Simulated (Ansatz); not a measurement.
## Y2C(OH)2 MXene monolayer in a perpendicular field

Aim: how the Y2C(OH)2 MXene monolayer screens a field along its normal, and what the field does to its bands. A positive field points along +c.

Main program and level: Ansatz 0.2.0; plane-wave DFT, PBE-D3(BJ), Ansatz PAW.

### 1. The structure

The cell holds 7 atoms: 2 H, 2 O, 2 Y and 1 C. Its edges and angles: a = 3.478 Å, b = 3.478 Å, c = 45.423 Å, α = 90.0°, β = 90.0°, γ = 120.0°. Vacuum lies along c.

### 2. Relaxation

The starting cell is a guess, so the in-plane lattice and the atoms are relaxed first, with the slab cut off from its images along the normal.

Input file input.yaml:

```yaml
crystal:
  lattice:
    - [3.47776, 0.0, 0.0]
    - [-1.73888, 3.0118285083, 0.0]
    - [0.0, 0.0, 45.4226329514]
  atoms:
    - { symbol: H, position: [0.3333333333, 0.6666666667, 0.4204952192] }
    - { symbol: O, position: [0.3333333333, 0.6666666667, 0.4420703666] }
    - { symbol: "Y", position: [0.6666666667, 0.3333333333, 0.4697896984] }
    - { symbol: C, position: [0.0, 0.0, 0.5] }
    - { symbol: "Y", position: [0.3333333333, 0.6666666667, 0.5302103016] }
    - { symbol: O, position: [0.6666666667, 0.3333333333, 0.5579296334] }
    - { symbol: H, position: [0.6666666667, 0.3333333333, 0.5795047808] }
  periodic: [true, true, false]
kpoints:
  mp_grid: { grid: [12, 12, 1] }
hamiltonian:
  xc: pbe
  dispersion: d3bj
scf:
  occupations: { method: fermi_dirac, width: 0.05 }
  convergence: { dr2_threshold: 1.0e-09 }
relax:
  f_tol: 0.004
  max_steps: 90
  cell: {}
output:
  write_potential: true
  write_density: true
  volumetric_format: npy
```

The run is started by

```console
> ansatz run input.yaml --threads 2 --pin off --max-ram 3072MiB --backend cpu --events-out ev --progress --plain --runs-dir out
```

Numbers of over 12 decimals in the logs are rounded to 6 here.

Output:

```text
Warning: relax.cell: scf.convergence.dr2_threshold = 1e-9 eV is looser than the 2.35992905882e-10 eV advised for a relaxation that steers and ends on the stress (1e-10 eV for each atom of the cell: 7, times the square of relax.cell.stress_2d_tol = 0.05 N/m over 17.2 Å (the atoms' height at the walk's start and 5 Å past either face), 2.903e-2 GPa, over a crystal's default 0.05). What an SCF threshold leaves in a stress goes as its square root, and in the free energy as the threshold itself, and one threshold admits the most on a small cell: [figures from the program's tests cut] Set scf.convergence.dr2_threshold to 2.35992905882e-10 eV or tighter. [rest of the remark cut]
Engine: ansatz 0.2.0, aarch64-unknown-linux-gnu
Pseudopotentials: kind: paw
Pseudopotential: H, paw, valence charge 1, recommended cutoff 420 eV (normal), H.paw.azcp
Pseudopotential: O, paw, valence charge 6, recommended cutoff 420 eV (normal), O.paw.azcp
Pseudopotential: Y, paw, valence charge 11, recommended cutoff 420 eV (normal), Y.paw.azcp
Pseudopotential: C, paw, valence charge 4, recommended cutoff 420 eV (normal), C.paw.azcp
Functional definition: PBE
  parameter kappa = 0.804
  parameter beta = 0.066725
  exchange = pbe_x(kappa = kappa, mu = beta*pi^2/3)
  correlation = pbe_c(beta = beta)
Crystal: 7 atoms, lattice volume = 475.776 Å³
Basis set: ecut = 420 eV, 9253 PW (Γ), exchange–correlation on 48×48×640 points (8 copies of the dense FFT grid, shifted against one another)
Bands: 27, of which v1, the nominal top of the filled ones, is band 20 counted from 1 (19 counted from 0)
Symmetry: 12 space group operations
Space group: P-3m1 (ITA 164), of the structure as read, at distance tolerance 7.8e-5 Å
k-points: 19 of 144
Non-local potential: H, projectors of the file, l = 0: 2, l = 1: 1
Non-local potential: O, projectors of the file, l = 0: 2, l = 1: 2, l = 2: 1
Non-local potential: Y, projectors of the file, l = 0: 3, l = 1: 2, l = 2: 2, l = 3: 1
Non-local potential: C, projectors of the file, l = 0: 2, l = 1: 2, l = 2: 1
PAW form: soft (Blöchl's): semilocal exchange-correlation on the pseudo side does not see the compensation charge
PAW one-centre angular grid: H, 110 points (default); XC on 64 Gauss nodes
PAW one-centre angular grid: O, 110 points (default); XC on 64 Gauss nodes
PAW one-centre angular grid: Y, 590 points (default); XC on 64 Gauss nodes
PAW one-centre angular grid: C, 110 points (default); XC on 64 Gauss nodes
Initial density: superposition of atomic densities (neutral atoms: chi_scale 0, normalization atom), corrected by the library's trained network
Initial wavefunctions: pseudopotential atomic-orbital guess
Functional: x = pbe(κ = 0.804, μ = 0.219515), c = pbe(β = 0.066725)
SCF iter   1: F=—  HF=-9120.893302 eV  |F-HF|=—  |Δ(HF+E_count)|=         —  Δρ=1.74e-3  dr2=3.62e-2  ethr=1.77e-3  ⟨swp⟩=13.2  Hψ=3645  notcnv=0  defer=3
preconditioner: auto → Resta (q_TF=auto, 1.806 Å⁻¹)  ε∞=1.5  [insulator: Δε(μ)=0.455 eV  Ē_g=15.146 eV  σ=0.050 eV  W_gap=0.97  n_scr=26 (ndim 8)  ℏωp=10.2 eV  f_vac=0.791  D(μ)=0.02/eV (n_scr^D=0)  ε∞_Penn≈1.5  vacuum switching on, ρ_ref=1.7e-2 e/Å³]
SCF iter   2: F=—  HF=-9120.888650 eV  |F-HF|=—  |Δ(HF+E_count)|=   4.65e-3  Δρ=1.30e-3  dr2=1.49e-2  ethr=9.06e-5  ⟨swp⟩=4.5  Hψ=1240  notcnv=0  defer=30
preconditioner: auto → LDOS  [metal: Δε(μ)=0.115 eV  Ē_g=14.958 eV  σ=0.050 eV  W_gap=0.42  n_scr=26 (ndim 8)  ℏωp=10.2 eV  f_vac=0.796  D(μ)=0.30/eV (n_scr^D=4)  β→1.0]
SCF iter   3: F=—  HF=-9120.888213 eV  |F-HF|=—  |Δ(HF+E_count)|=   4.37e-4  Δρ=7.62e-4  dr2=8.83e-3  ethr=3.72e-5  ⟨swp⟩=2.8  Hψ=974  notcnv=0  defer=30
SCF iter   4: F=—  HF=-9120.887257 eV  |F-HF|=—  |Δ(HF+E_count)|=   9.56e-4  Δρ=2.02e-4  dr2=4.05e-4  ethr=2.21e-5  ⟨swp⟩=3.8  Hψ=838  notcnv=0  defer=30
SCF iter   5: F=—  HF=-9120.887242 eV  |F-HF|=—  |Δ(HF+E_count)|=   1.50e-5  Δρ=4.92e-5  dr2=2.21e-5  ethr=1.01e-6  ⟨swp⟩=3.4  Hψ=1036  notcnv=0  defer=30
SCF iter   6: F=—  HF=-9120.887279 eV  |F-HF|=—  |Δ(HF+E_count)|=   3.68e-5  Δρ=1.45e-5  dr2=4.57e-6  ethr=5.53e-8  ⟨swp⟩=3.1  Hψ=978  notcnv=0  defer=30
SCF iter   7: F=—  HF=-9120.887286 eV  |F-HF|=—  |Δ(HF+E_count)|=   7.42e-6  Δρ=1.16e-5  dr2=8.30e-7  ethr=1.14e-8  ⟨swp⟩=2.7  Hψ=802  notcnv=0  defer=30
SCF iter   8: F=—  HF=-9120.887359 eV  |F-HF|=—  |Δ(HF+E_count)|=   7.23e-5  Δρ=2.47e-6  dr2=9.04e-8  ethr=2.08e-9  ⟨swp⟩=2.5  Hψ=811  notcnv=0  defer=30
SCF iter   9: F=—  HF=-9120.887359 eV  |F-HF|=—  |Δ(HF+E_count)|=   3.12e-8  Δρ=6.14e-7  dr2=7.44e-9  ethr=2.26e-10  ⟨swp⟩=2.7  Hψ=786  notcnv=0  defer=30
SCF iter  10: F=-9120.887359 eV  HF=-9120.887359 eV  |F-HF|=1.67e-10  |Δ(HF+E_count)|=   8.78e-9  Δρ=1.03e-7  dr2=2.19e-10  ethr=2.50e-12  ⟨swp⟩=8.8  Hψ=3815  notcnv=0
SCF 1 converged in 10 iterations: F = -9120.887359 eV  dr2 = 2.19e-10
  greatest PAW one-centre occupation: 0.993 electrons in one spin orbital (limit 2), on the Y atom at site 4 (counted from 0), in its partial waves of l = 0
relax step   1: F+E_penalty+E_count = -9120.88735883 eV  Δ(F+E_penalty+E_count) = +0.000e0 eV  max|allowed force component| = 1.068e0 eV/Å  Δτ_max = 0.0000 Å  P = +6.528 N/m  Ω = 475.776 Å³  fix = [c, alpha, beta]  reactions: c +0.000 N/m  (10 SCF iters, accepted)
Crystal: 7 atoms, lattice volume = 501.952 Å³
Basis set: ecut = 420 eV, 9673 PW (Γ), exchange–correlation on 48×48×640 points (8 copies of the dense FFT grid, shifted against one another)
Initial density: handed on by an earlier stage of this run
Initial wavefunctions: those handed on with the density
SCF iter   1: F=—  HF=-9121.204735 eV  |F-HF|=—  |Δ(HF+E_count)|=         —  Δρ=1.29e-2  dr2=3.59e0  ethr=3.10e-3  ⟨swp⟩=9.1  Hψ=2435  notcnv=0
preconditioner: auto → LDOS  [metal: Δε(μ)=0.028 eV  Ē_g=7.106 eV  σ=0.050 eV  W_gap=0.14  n_scr=24 (ndim 8)  ℏωp=7.4 eV  f_vac=0.795  D(μ)=3.98/eV (n_scr^D=16)  β→1.0]
SCF iter   2: F=—  HF=-9120.998052 eV  |F-HF|=—  |Δ(HF+E_count)|=   2.07e-1  Δρ=5.36e-3  dr2=1.49e-1  ethr=3.10e-3  ⟨swp⟩=2.8  Hψ=1011  notcnv=0  defer=21
SCF iter   3: F=—  HF=-9121.009823 eV  |F-HF|=—  |Δ(HF+E_count)|=   1.18e-2  Δρ=5.88e-3  dr2=1.77e-1  ethr=3.74e-4  ⟨swp⟩=4.2  Hψ=1235  notcnv=0  defer=21
SCF iter   4: F=—  HF=-9120.967111 eV  |F-HF|=—  |Δ(HF+E_count)|=   4.27e-2  Δρ=1.23e-3  dr2=1.21e-2  ethr=3.74e-4  ⟨swp⟩=2.7  Hψ=979  notcnv=0  defer=25
SCF iter   5: F=—  HF=-9120.963887 eV  |F-HF|=—  |Δ(HF+E_count)|=   3.22e-3  Δρ=5.24e-4  dr2=2.95e-3  ethr=3.02e-5  ⟨swp⟩=3.3  Hψ=971  notcnv=0  defer=25
SCF iter   6: F=—  HF=-9120.963520 eV  |F-HF|=—  |Δ(HF+E_count)|=   3.67e-4  Δρ=1.17e-4  dr2=1.13e-3  ethr=7.37e-6  ⟨swp⟩=2.2  Hψ=679  notcnv=0  defer=25
[...]
relax step   6: F+E_penalty+E_count = -9121.00428844 eV  Δ(F+E_penalty+E_count) = +4.882e-5 eV  max|allowed force component| = 4.792e-3 eV/Å  Δτ_max = 0.0016 Å  P = -0.000 N/m  Ω = 498.728 Å³  energy of the carried Pulay correction = -1.099e-2 eV  fix = [c, alpha, beta]  reactions: c -0.000 N/m  (7 SCF iters, accepted)
[...]
relax step   7: F+E_penalty+E_count = -9121.00429810 eV  Δ(F+E_penalty+E_count) = -9.658e-6 eV  max|allowed force component| = 2.531e-4 eV/Å  Δτ_max = 0.0003 Å  P = -0.000 N/m  Ω = 498.711 Å³  energy of the carried Pulay correction = -1.098e-2 eV  fix = [c, alpha, beta]  reactions: c -0.000 N/m  (5 SCF iters, accepted)
[...]
relax step   8: F+E_penalty+E_count = -9121.01911493 eV  Δ(F+E_penalty+E_count) = -1.482e-2 eV  max|allowed force component| = 2.456e-3 eV/Å  Δτ_max = 0.0000 Å  P = +0.251 N/m  Ω = 498.711 Å³  fix = [c, alpha, beta]  reactions: c +0.000 N/m  stress off target by 2.51e-1 N/m on what of the cell is left free  SCF on the basis re-selected at this cell (its energy is not comparable with the rows above)  (8 SCF iters)
[...]
relax step   9: F+E_penalty+E_count = -9121.01877969 eV  Δ(F+E_penalty+E_count) = +3.352e-4 eV  max|allowed force component| = 4.027e-4 eV/Å  Δτ_max = 0.0021 Å  P = +0.031 N/m  Ω = 499.880 Å³  energy of the carried Pulay correction = -5.606e-4 eV  fix = [c, alpha, beta]  reactions: c +0.000 N/m  (7 SCF iters, accepted)
iter 1 solved again at ethr=8.41e-8 eV; its pass at ethr=3.10e-3 eV (dr2=3.36e-5 eV) is discarded
SCF iter   1: F=—  HF=-9121.018761 eV  |F-HF|=—  |Δ(HF+E_count)|=         —  Δρ=1.78e-5  dr2=1.02e-7  ethr=8.41e-8  ⟨swp⟩=6.4  Hψ=5797  notcnv=0
preconditioner: auto → Resta (q_TF=auto, 1.791 Å⁻¹)  ε∞=1.4  [insulator: Δε(μ)=0.464 eV  Ē_g=14.898 eV  σ=0.050 eV  W_gap=0.97  n_scr=24 (ndim 8)  ℏωp=10.0 eV  f_vac=0.800  D(μ)=0.02/eV (n_scr^D=0)  ε∞_Penn≈1.4  vacuum switching on, ρ_ref=1.6e-2 e/Å³]
SCF iter   2: F=—  HF=-9121.019116 eV  |F-HF|=—  |Δ(HF+E_count)|=   3.55e-4  Δρ=8.93e-6  dr2=6.51e-8  ethr=2.54e-10  ⟨swp⟩=3.9  Hψ=1285  notcnv=0
SCF iter   3: F=—  HF=-9121.019201 eV  |F-HF|=—  |Δ(HF+E_count)|=   8.49e-5  Δρ=5.55e-6  dr2=1.10e-8  ethr=1.63e-10  ⟨swp⟩=3.0  Hψ=859  notcnv=0
SCF iter   4: F=—  HF=-9121.019270 eV  |F-HF|=—  |Δ(HF+E_count)|=   6.83e-5  Δρ=2.21e-6  dr2=5.44e-9  ethr=2.74e-11  ⟨swp⟩=4.0  Hψ=915  notcnv=0
iter 5 met the thresholds in force, and the SCF goes on: an eigenvalue changes by 21.32 meV, over its tolerance of 1.06 meV (output.eigenvalues, Limitations)
SCF iter   5: F=-9121.019295 eV  HF=-9121.019290 eV  |F-HF|=4.27e-6  |Δ(HF+E_count)|=   2.07e-5  Δρ=6.32e-7  dr2=4.27e-10  ethr=2.50e-12  ⟨swp⟩=19.8  Hψ=4575  notcnv=0
iter 6 met the thresholds in force, and the SCF goes on: an eigenvalue changes by 7.47 meV, over its tolerance of 1.03 meV (output.eigenvalues, Limitations)
SCF iter   6: F=-9121.019295 eV  HF=-9121.019294 eV  |F-HF|=8.35e-7  |Δ(HF+E_count)|=   3.43e-6  Δρ=2.49e-7  dr2=1.16e-10  ethr=1.07e-12  ⟨swp⟩=14.5  Hψ=3722  notcnv=0
Mixer restart at iter 6: flushing history
SCF iter   7: F=-9121.019295 eV  HF=-9121.019295 eV  |F-HF|=5.42e-10  |Δ(HF+E_count)|=   8.36e-7  Δρ=3.95e-7  dr2=6.69e-10  ethr=1.00e-12  ⟨swp⟩=12.3  Hψ=3682  notcnv=0
SCF 10 converged in 7 iterations: F = -9121.019295 eV  dr2 = 6.69e-10
relax step  10: F+E_penalty+E_count = -9121.01929457 eV  Δ(F+E_penalty+E_count) = -5.149e-4 eV  max|allowed force component| = 4.241e-4 eV/Å  Δτ_max = 0.0000 Å  P = +0.035 N/m  Ω = 499.880 Å³  fix = [c, alpha, beta]  reactions: c +0.000 N/m  stress off target by 3.46e-2 N/m on what of the cell is left free  SCF on the basis re-selected at this cell (its energy is not comparable with the rows above)  (7 SCF iters)
basis re-selected at this cell: Δ(F+E_penalty+E_count) = -5.149e-4 eV, ΔP = +0.004 N/m vs the last step (what re-selecting the basis moved, of the pressure what is left beyond the Pulay correction that the steps carried, after the strain that the cell walked since its last selection, with what the two solves' SCF thresholds leave and, on support functions, any second-order correction that the steps lacked; it is no m [...]
WARN: The output density's exchange-correlation potential varies sharply where the density is thin. Do not read a vacuum level from v_tot or v_xc, or from such a field of the output density. On a cell that repeats whose density bears no net charge and no dipole along the vacuum's axis use v_es (v_loc + v_h of the components); under efield.dipole_correction with no amplitude use v_es + v_field, which holds any externa [...]
SCF converged after 7 iterations
an eigenvalue changed by more than its tolerance at an iteration that met the thresholds in force, so the SCF went on 2 times, its first undamped step at iteration 6: the last check found none over its tolerance
Free energy (F): -9121.019295 eV
Harris-Foulkes:  -9121.019295 eV  (|F-HF|=5.42e-10)
Internal energy: -9121.019011 eV  (E = F + TS)
E sigma→0 (E₀):  -9121.019153 eV
Entropy (-TS):   -0.000284 eV (-0.041 meV/atom)
Fermi energy:    -1.368864 eV
--- Per-component energies (eV) ---
  E_band       = -658.140953
  E_kinetic    = 1080.145727
  E_local      = -120992.667947  (includes V_loc(G=0)·N_el)
  E_nonlocal   = 225.368387
  E_hartree    = 59943.729950
  E_xc         = -562.988644
  E_vxc        = -672.649836  (∫ρ·V_xc dr)
  E_paw        = -6067.154714  (= ΣΔE_a)
  E_vpaw       = -185.801138  (= ΣTr[D̂ρ^β])
  E_aug_tail   = 0.002444  (compensation charges beyond the density's cutoff)
  E_ewald      = 57253.461355
  E_disp       = -0.915569  (pairwise vdW)
  E_smearing   = -0.000284  (= −TS)
  E_closure    = -0.000000  (closes the sum)
  Σ components = -9121.019295   (vs F -9121.019295, Δ=0.00e0)
--- Forces (eV/Å), atoms counted from 1 ---
  atom   1  H      0.00000000     0.00000000    -0.00025694
  atom   2  O      0.00000000     0.00000000     0.00027364
  atom   3  Y      0.00000000     0.00000000     0.00042410
  atom   4  C      0.00000000     0.00000000     0.00000000
  atom   5  Y     -0.00000000    -0.00000000    -0.00042410
  atom   6  O     -0.00000000    -0.00000000    -0.00027364
  atom   7  H      0.00000000    -0.00000000     0.00025694
  max |Σ_I F_I| component: 1.17e-18 eV/Å
--- 2D stress c σ (N/m, compression-positive) ---
        0.034591       0.000000      -0.000000
       -0.000000       0.034591      -0.000000
       -0.000000      -0.000000       0.000000
  P = ½ c Tr σ = 0.0346 N/m
--- Band table (eV; the first three rows and the last of 19) ---
  k-point 0: bands = [... 16 lower, -5.7933, -3.3688, -1.6461, -1.6461, -1.1790, -1.0455, 0.0635, 0.0746, ... 3 higher]
  k-point 1: bands = [... 16 lower, -5.7945, -3.2428, -1.9202, -1.6773, -1.0125, -0.9659, 0.1767, 0.1814, ... 3 higher]
  k-point 2: bands = [... 16 lower, -5.8001, -2.9626, -2.3899, -1.7411, -0.7278, -0.6692, 0.4999, 0.5089, ... 3 higher]
  k-point 18: bands = [... 16 lower, -6.1057, -2.8951, -2.8951, -2.2513, 1.6381, 1.9672, 1.9672, 2.8379, ... 3 higher]
  the weakly bound empty levels are not read free of the cell's end (no_gap_told)
--- Relaxed structure (8 steps of the walk, 7 accepted, 2 SCFs on fresh bases) ---
  F+E_penalty+E_count = -9121.01929457 eV   max|allowed force component| = 4.241e-4 eV/Å   (the final SCF, on the basis selected at the relaxed cell)
  cell:  # Å, volume = 499.8798 Å³
    - [3.564769, 0.0, 0]
    - [-1.782384, 3.087180, 0]
    - [0, 0, 45.4226329514]
  atoms:
    - { symbol: H, position: [0.333333, 0.666667, 0.419866] }
    - { symbol: O, position: [0.333333, 0.666667, 0.441183] }
    - { symbol: Y, position: [0.666667, 0.333333, 0.469789] }
    - { symbol: C, position: [0, 0, 0.5] }
    - { symbol: Y, position: [0.333333, 0.666667, 0.530211] }
    - { symbol: O, position: [0.666667, 0.333333, 0.558817] }
    - { symbol: H, position: [0.666667, 0.333333, 0.580134] }
```

It took 72 s on 2 threads of Arm Neoverse V2, shared host; peak memory 0.77 GiB.

Step by step:

```tsv
step	energy less that of the first step (eV)	largest force component (eV/Å)	volume (Å³)
1	0.0000	1.0680	475.78
2	-0.0766	0.5119	501.95
3	-0.0549	0.7214	512.45
4	-0.1138	0.3496	498.98
5	-0.1170	0.0395	498.56
6	-0.1169	0.0048	498.73
7	-0.1169	0.0003	498.71
8*	-0.1318	0.0025	498.71
9	-0.1314	0.0004	499.88
10*	-0.1319	0.0004	499.88
```

Relaxation steps marked * repeat the geometry before them on a plane-wave basis chosen anew for their cell, so energy and pressure can jump there. Relaxation step 3 was tried and not accepted.

The run keeps the 12 symmetry operations that it works with, so distortions that break them were not tested.

```tsv
cell as run	before	after	change
a (Å)	3.478	3.565	+2.5 %
b (Å)	3.478	3.565	+2.5 %
```

The atoms that moved most (Å, along periodic axes as changes of fractional coordinates times the final cell, across vacuum about the mean position):

```tsv
atom	dx	dy	dz	length
O6	0.000	0.000	0.040	0.040
O2	0.000	0.000	-0.040	0.040
H7	0.000	0.000	0.029	0.029
H1	0.000	0.000	-0.029	0.029
```

Numbers from this step:

- energy at zero smearing: -9121.0192 eV

The lattice constant a goes from 3.478 to 3.565 Å.

[end of part 1 of 2]

[Logs are printed without paths, hosts, clocks, repeated set-up lines and the standing remarks that a program may print on its own settings, such as how far it seeks lower states.]

[Hosts, paths, dates, database ids (printed as entryN), source tags and the programs' standing remarks are cut or masked in the printed files.]

[Maps of the electrostatic potential energy from Ansatz leave out the sawtooth potential of an applied field or a dipole correction, so their vacuum need not be flat; planar profiles and work functions include it.]
